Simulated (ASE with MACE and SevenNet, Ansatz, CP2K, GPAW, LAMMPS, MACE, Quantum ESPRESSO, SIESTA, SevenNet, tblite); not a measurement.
# Running amorphous 57SiO2-30PbO-13Na2O (mol %) (62 atoms) with machine-learned potentials

How do the settings of machine-learned potentials change the result for amorphous 57SiO2-30PbO-13Na2O (mol %) (62 atoms)? A plane-wave run serves as the yardstick.

Method: the method is named at each step, in ASE with MACE and SevenNet.

## 1. The structure

The cell holds 62 atoms: 13 Si, 7 Pb, 6 Na and 36 O. Cell: a = 9.392 Å, b = 9.392 Å, c = 9.392 Å, α = 90.0°, β = 90.0°, γ = 90.0°. 62 atoms (13 Si, 7 Sr, 6 Na, 36 O) placed at random at 3.47 g/cm³, melted at 5000 K for 10 ps at fixed volume with the Morse and Coulomb pair potential with partial charges (Pedone, Malavasi, Menziani, Cormack and Segre, J. Phys. Chem. B 110, 11780 (2006)). Quenched from 5000 K to 300 K at 10 K/ps and fixed volume, held 5 ps, then minimised at fixed cell. Then Sr was replaced by Pb and the cell scaled by 1.008 (the potential has no terms for the new elements, so the cell is a start for a DFT relaxation).

The yardstick, on the same geometry:

```
method                                           : Kohn-Sham DFT, PBE, PAW, plane waves (Ansatz 0.2.0); cutoff 420 eV, Γ point, fermi-dirac smearing of 0.05 eV; PAW set soft_2
r.m.s. force component                           : 0.8898 eV/Å
longest force                                    : 2.929 eV/Å
pressure                                         : 6.803 GPa
gap (highest filled to lowest empty level) : 2.603 eV
SCF cycles                                       : 9
time                                             : 3.8 s on 8 threads of Arm Neoverse V2, shared host
CPU time                                         : 26 s
```

## 2. MACE MP-0b2 small potential

Method: machine-learned interatomic potential MACE MP-0b2 small, trained on PBE(+U) plane-wave data.

The input, run.py:

```python
import numpy as np
from ase.io import read
import mlip  # loads the published weights by name

atoms = read("structure.xyz")
atoms.calc = mlip.calc("mace-mp-0b2-small")
energy = atoms.get_potential_energy()
forces = atoms.get_forces()
print(f"energy {energy:.6f} eV")
print("forces (eV/A)")
for i, (a, f) in enumerate(zip(atoms, forces)):
    print(f"{i:4d} {a.symbol:2s} {f[0]:10.5f} {f[1]:10.5f} {f[2]:10.5f}")
stress = -atoms.get_stress(voigt=False) * 160.21766
print("stress (GPa, compression positive)")
for row in stress:
    print(" ".join(f"{x:10.4f}" for x in row))
```

The input, structure.xyz:

```xyz
62
Lattice="9.39214 0.00000 0.00000 0.00000 9.39214 0.00000 0.00000 0.00000 9.39214" Properties=species:S:1:pos:R:3 pbc="T T T"
Si 0.84717 4.37646 6.57318
Si 0.47158 0.07542 1.37585
Si 4.64113 8.11857 6.28259
Si 7.98933 4.63126 4.49592
Si 8.31298 2.51005 2.12845
Si 0.78349 4.17002 0.29163
Si 6.82020 0.69154 5.92785
Si 4.63530 5.48069 1.86349
Si 9.06830 9.31062 7.84826
Si 5.12041 5.00272 5.87685
Si 5.68300 0.80895 1.21027
Si 3.50289 0.32037 3.75141
Si 3.10100 3.58648 3.93249
Pb 6.79775 7.76176 3.14505
Pb 6.42441 6.77032 8.67336
Pb 0.57508 1.44554 4.85142
Pb 1.92877 7.03509 8.46664
Pb 1.58708 6.59112 3.27579
Pb 2.99450 1.33941 7.85042
Pb 7.12244 2.99262 8.27523
Na 8.41827 6.08827 1.65950
Na 0.15967 7.50592 5.60532
Na 2.92105 1.86509 1.50753
Na 3.99222 3.80570 8.77367
Na 3.85322 8.08428 0.77072
Na 5.76527 2.59927 3.86139
O 3.21577 1.95150 3.95071
O 3.95146 8.34360 7.65985
O 6.92013 1.76741 1.72740
O 1.69434 3.05029 6.48865
O 0.33774 4.52701 8.14590
O 6.20266 8.64819 6.39548
O 1.02553 9.33269 6.99714
O 8.05188 3.40211 3.43039
O 3.95710 4.19735 5.13863
O 4.03928 4.09122 2.58387
O 9.10192 8.24085 1.94793
O 1.51157 5.76396 6.21149
O 4.94994 1.67612 0.11195
O 4.14794 9.05102 5.05513
O 1.93196 9.21932 0.79148
O 6.14697 8.78109 0.76424
O 4.01918 5.80481 0.42143
O 1.94182 3.13256 0.18343
O 8.80861 4.10606 5.79101
O 6.43211 4.82061 4.91002
O 9.10314 0.56606 9.31156
O 2.09360 9.06473 3.57418
O 0.13459 1.43587 2.28398
O 8.65185 7.78458 7.94030
O 8.79170 3.49604 0.92982
O 1.63188 4.00424 3.70689
O 8.51426 6.04469 4.05421
O 8.06503 0.90784 6.98146
O 4.74388 6.58135 5.91479
O 1.08986 5.53009 1.00571
[... 2 atom lines left out ...]
O 6.23093 5.43326 1.67086
O 5.83318 1.87683 6.09888
O 5.57104 4.67484 7.36325
O 4.63991 0.47599 2.52170
```

Command:

```
$ OMP_NUM_THREADS=1 python run.py > output.txt
```

The program printed:

```text
energy -416.705191 eV
forces (eV/A)
   0 Si   -0.37421    0.20580    0.61622
   1 Si   -0.71388    0.69602   -2.41756
   2 Si    1.67430    0.94492   -1.44819
   3 Si   -0.34350   -0.05519    1.18347
   4 Si    0.15611   -0.26450   -1.10767
   5 Si    0.03918   -1.07671   -0.94710
   6 Si   -0.19136   -0.84757    0.45652
   7 Si   -0.19983    0.09526    0.88942
   8 Si   -0.53581   -0.09974    0.72652
   9 Si    0.93144    0.56873   -0.75680
  10 Si    0.10073    0.43555    0.73552
  11 Si    1.26771    0.56423    0.05625
  12 Si    1.31084    0.96817   -1.35515
  13 Pb   -0.60493    0.53570    0.17953
  14 Pb    0.10977    0.30995    0.07904
  15 Pb    0.26960    0.40438    0.45530
  16 Pb   -0.96725   -0.70377   -0.56908
  17 Pb    1.13921   -0.83478   -0.68100
  18 Pb   -0.99993   -0.51801   -0.60954
  19 Pb   -0.56777   -0.28691   -0.97485
  20 Na    0.15118   -0.49979   -0.37735
  21 Na   -0.45391   -0.08745    0.56867
  22 Na   -0.05565    0.14187    0.33120
  23 Na   -0.09922    0.71146    0.30080
[...]
54 O    -0.38677   -0.59856   -0.62886
  55 O     0.09477    2.20982    1.20207
  56 O     1.20353   -0.39753   -2.06064
  57 O    -0.73206    1.34093    0.96617
  58 O     1.98545   -0.00132   -0.42498
  59 O    -1.24170    2.11460    0.85106
  60 O     0.09236   -0.92947    1.34836
  61 O    -0.15864    0.04152    0.17733
stress (GPa, compression positive)
    7.2831    -1.9502     1.3291
   -1.9502     7.1538     1.3332
    1.3291     1.3332     6.7886
```

Wall time 5.8 s (1 thread of Arm Neoverse V2, shared host); peak memory 0.67 GiB.

Banners, paths, timers and routine set-up lines are dropped from the logs unmarked, and long logs keep their key lines alone; longer cuts are marked.

Numbers from this run, and their distance from the reference:

| Quantity | Value |
| --- | --- |
| r.m.s. force component | 0.8988 eV/Å |
| r.m.s. difference of force components | 96.44 meV/Å |
| longest difference of force vectors | 415.2 meV/Å |
| force difference over r.m.s. force | 10.84 % |
| slope of forces against the reference's | 1.004 |
| correlation of force components | 0.9942 |
| pressure | 7.075 GPa |
| pressure difference | 0.2721 GPa |

Length of the force difference by element (eV/Å):

```
element  atoms   mean  most
     Na      6  0.089  0.15
      O     36   0.12  0.27
     Pb      7   0.20  0.33
     Si     13   0.20  0.42
```

Local excerpt of 12 atoms (numbers count through the whole input) about O37, which bears the longest force; x, y, z are measured from there.

```
atom      x      y      z  distance (Å)     Fx     Fy  Fz (eV/Å)
 O37   0.00   0.00   0.00          0.00  -1.22  -2.22       1.53
 Si2   0.76   1.23  -0.57          1.55  -0.71   0.70      -2.42
Na21  -0.68  -2.15  -0.29          2.28   0.15  -0.50      -0.38
Pb14  -2.30  -0.48   1.20          2.64  -0.60   0.54       0.18
 O49   0.42   2.59   0.34          2.64   0.45   0.30       0.84
 O47   0.00   1.72  -2.03          2.66  -0.26   1.13       1.23
 O41   2.22   0.98  -1.16          2.69   1.72   0.12      -0.24
Pb18   1.88  -1.65   1.33          2.83   1.14  -0.83      -0.68
 O48   2.38   0.82   1.63          3.00  -1.61  -0.24      -0.35
 O53  -0.59  -2.20   2.11          3.10   0.61   1.62      -1.14
 O56   1.38  -2.71  -0.94          3.18   0.09   2.21       1.20
 O42  -2.95   0.54  -1.18          3.23   0.61  -2.09      -0.18
```

Atoms are counted from 1 here, from 0 in the log.

Forces lie 11 % from the reference's, at 0.22 times its CPU time (on 1 against 8 cores).

## 3. SevenNet l3i5 potential

Method: machine-learned interatomic potential SevenNet l3i5, trained on PBE(+U) plane-wave data.

Changes to run.py since step 2:

```diff
@@ -5,3 +5,3 @@
 atoms = read("structure.xyz")
-atoms.calc = mlip.calc("mace-mp-0b2-small")
+atoms.calc = mlip.calc("7net-l3i5")
 energy = atoms.get_potential_energy()
```

structure.xyz is that of step 2.

The program printed:

```text
energy -416.413483 eV
forces (eV/A)
   0 Si   -0.15094    0.22065    0.44935
   1 Si   -0.71701    0.83204   -2.30862
   2 Si    1.61804    0.76272   -1.21525
   3 Si   -0.34087    0.09171    1.09615
   4 Si    0.21712   -0.37608   -1.05052
   5 Si    0.22755   -0.96137   -0.75482
   6 Si   -0.20006   -0.85775    0.35357
   7 Si   -0.40095    0.09859    0.91508
   8 Si   -0.53997   -0.05911    0.72931
   9 Si    0.82526    0.55074   -0.82440
  10 Si    0.06778    0.52526    0.84484
  11 Si    1.23839    0.77915   -0.09169
  12 Si    1.13299    0.98728   -1.48854
  13 Pb   -0.58916    0.45648    0.16899
  14 Pb   -0.08788    0.49739    0.20168
  15 Pb    0.22165    0.35730    0.47096
  16 Pb   -0.86360   -0.72642   -0.57433
  17 Pb    1.07826   -0.99214   -0.64921
  18 Pb   -1.09893   -0.40624   -0.56123
  19 Pb   -0.54112   -0.41640   -1.05437
  20 Na    0.19144   -0.49356   -0.31001
  21 Na   -0.33951   -0.09697    0.58868
  22 Na   -0.04844    0.15066    0.35803
  23 Na   -0.09845    0.68111    0.30285
[...]
54 O    -0.34799   -0.57425   -0.63753
  55 O     0.00579    2.06881    1.17543
  56 O     1.20750   -0.42602   -2.06180
  57 O    -0.78320    1.39158    0.98322
  58 O     2.10269    0.11526   -0.46717
  59 O    -1.19620    2.19388    0.92348
  60 O     0.19881   -0.92884    1.48162
  61 O    -0.09066   -0.00105    0.18182
stress (GPa, compression positive)
    6.8295    -1.8695     1.4034
   -1.8695     6.4491     1.3680
    1.4034     1.3680     6.4293
```

Run time: 8.1 s. Hardware: 1 thread; peak memory 1.2 GiB.

Compared with the plane-wave run:

- r.m.s. force component: 0.9009 eV/Å
- r.m.s. difference of force components: 62.75 meV/Å
- longest difference of force vectors: 259.5 meV/Å
- force difference over r.m.s. force: 7.052 %
- slope of forces against the reference's: 1.01
- correlation of force components: 0.9976
- pressure: 6.569 GPa
- pressure difference: -0.2338 GPa

Against the first run (11 %), the force difference from the reference is 7.1 %, at 1.4 times the CPU time.

## 4. SevenNet 0 potential

Method: machine-learned interatomic potential SevenNet 0, trained on PBE(+U) plane-wave data.

Changes to run.py since step 3:

```diff
@@ -5,3 +5,3 @@
 atoms = read("structure.xyz")
-atoms.calc = mlip.calc("7net-l3i5")
+atoms.calc = mlip.calc("7net-0")
 energy = atoms.get_potential_energy()
```

structure.xyz is that of step 3.

The program printed:

```text
energy -416.501190 eV
forces (eV/A)
   0 Si   -0.21361    0.22556    0.57144
   1 Si   -0.68222    0.65583   -2.33177
   2 Si    1.61665    0.84612   -1.09204
   3 Si   -0.30582    0.16972    1.15738
   4 Si    0.26710   -0.45238   -0.98814
   5 Si    0.28047   -1.08092   -0.90855
   6 Si   -0.08307   -0.92548    0.31401
   7 Si   -0.30260    0.22419    0.87050
   8 Si   -0.52972   -0.04823    0.74802
   9 Si    0.80621    0.55649   -0.78533
  10 Si    0.07452    0.43094    0.72978
  11 Si    1.01168    0.64862   -0.09815
  12 Si    0.98100    1.04713   -1.44214
  13 Pb   -0.52723    0.48844    0.15428
  14 Pb   -0.02437    0.45653    0.21550
  15 Pb    0.23106    0.27983    0.43875
  16 Pb   -0.73956   -0.75911   -0.45758
  17 Pb    1.03177   -0.78322   -0.59234
  18 Pb   -1.07118   -0.30832   -0.54758
  19 Pb   -0.59247   -0.40865   -1.03724
  20 Na    0.20471   -0.41623   -0.33376
  21 Na   -0.29826   -0.08051    0.56080
  22 Na   -0.09738    0.20071    0.26209
  23 Na   -0.09606    0.65029    0.24966
[...]
54 O    -0.33664   -0.69604   -0.64016
  55 O     0.02278    2.13489    1.19886
  56 O     1.11002   -0.43318   -2.04773
  57 O    -0.75833    1.34905    0.99534
  58 O     2.01168    0.03404   -0.47272
  59 O    -1.21554    2.25399    0.98737
  60 O     0.18076   -0.93231    1.43949
  61 O    -0.12071    0.09351    0.19638
stress (GPa, compression positive)
    6.9717    -1.8794     1.3442
   -1.8794     6.7152     1.3649
    1.3442     1.3649     6.5992
```

Wall time 6.7 s (1 thread); peak memory 0.82 GiB.

Numbers from this run, and their distance from the reference:

```
r.m.s. force component                  : 0.8867 eV/Å
r.m.s. difference of force components   : 71.22 meV/Å
longest difference of force vectors     : 337.5 meV/Å
force difference over r.m.s. force      : 8.004 %
slope of forces against the reference's : 0.9933
correlation of force components         : 0.9968
pressure                                : 6.762 GPa
pressure difference                     : -0.0411 GPa
```

Against the first run (11 %), the force difference from the reference is 8.0 %, at 1.2 times the CPU time.

## 5. Side by side

Differences are against the plane-wave reference, forces as r.m.s. over components; share is that over the reference's r.m.s. force, slope the least-squares factor from reference forces to these. Total energies of different programs have different zeros and aren't compared.

```
                        run  Δ force, r.m.s. (meV/Å)  share (%)  slope  Δ pressure (GPa)  cores  CPU time  memory (GiB)
                  reference                        -          -      -                 -      8      26 s           1.0
MACE MP-0b2 small potential                     96.4       10.8  1.004             0.272      1     5.8 s          0.67
    SevenNet l3i5 potential                     62.8       7.05  1.010            -0.234      1     8.1 s           1.2
       SevenNet 0 potential                     71.2       8.00  0.993           -0.0411      1     6.7 s          0.82
```

Times of the machine-learned potentials are mostly Python's start and the loading of weights.

CPU time is summed over cores on a shared host, where runs went side by side, so it is rough. Symmetry, cutoffs, thresholds, outputs and thread counts weren't matched or tuned between programs; memory under MPI is the largest rank's times the ranks.

## 6. Results

```
nearest in forces : SevenNet l3i5 potential, 7.1 %
its CPU time      : 8.1 s
```

What this shows: Machine-learned potentials differ by 7.1 % (SevenNet l3i5 potential) to 11 % (MACE MP-0b2 small potential); they were trained on other programs' data. Machine-learned potentials mimic data converged in k, so the reference's own k-point error enters their differences. The quench rate of 10 K/ps is many orders above laboratory rates, so the cell is likely richer in defects and strain than a real sample. The network of bonds at the start is that of the classical potential that made the cell, and needn't be the one that DFT or experiment would give. The reference's pressure of 6.8 GPa belongs to a cell and atoms that aren't relaxed at this level. The electronic-structure runs sample only Γ, in a cell whose shortest periodic width is 9 Å. Spin–orbit coupling is left out, which matters for the levels of the heavy elements.

[Also dropped from logs without a mark: logging warnings of Python, and SIESTA's first energy breakdown and zero terms.]

[Logs are printed without paths, hosts, clocks, repeated set-up lines and the standing remarks that a program may print on its own settings, such as how far it seeks lower states.]

[Hosts, paths, dates, database ids (printed as entryN), source tags and the programs' standing remarks are cut or masked in the printed files.]
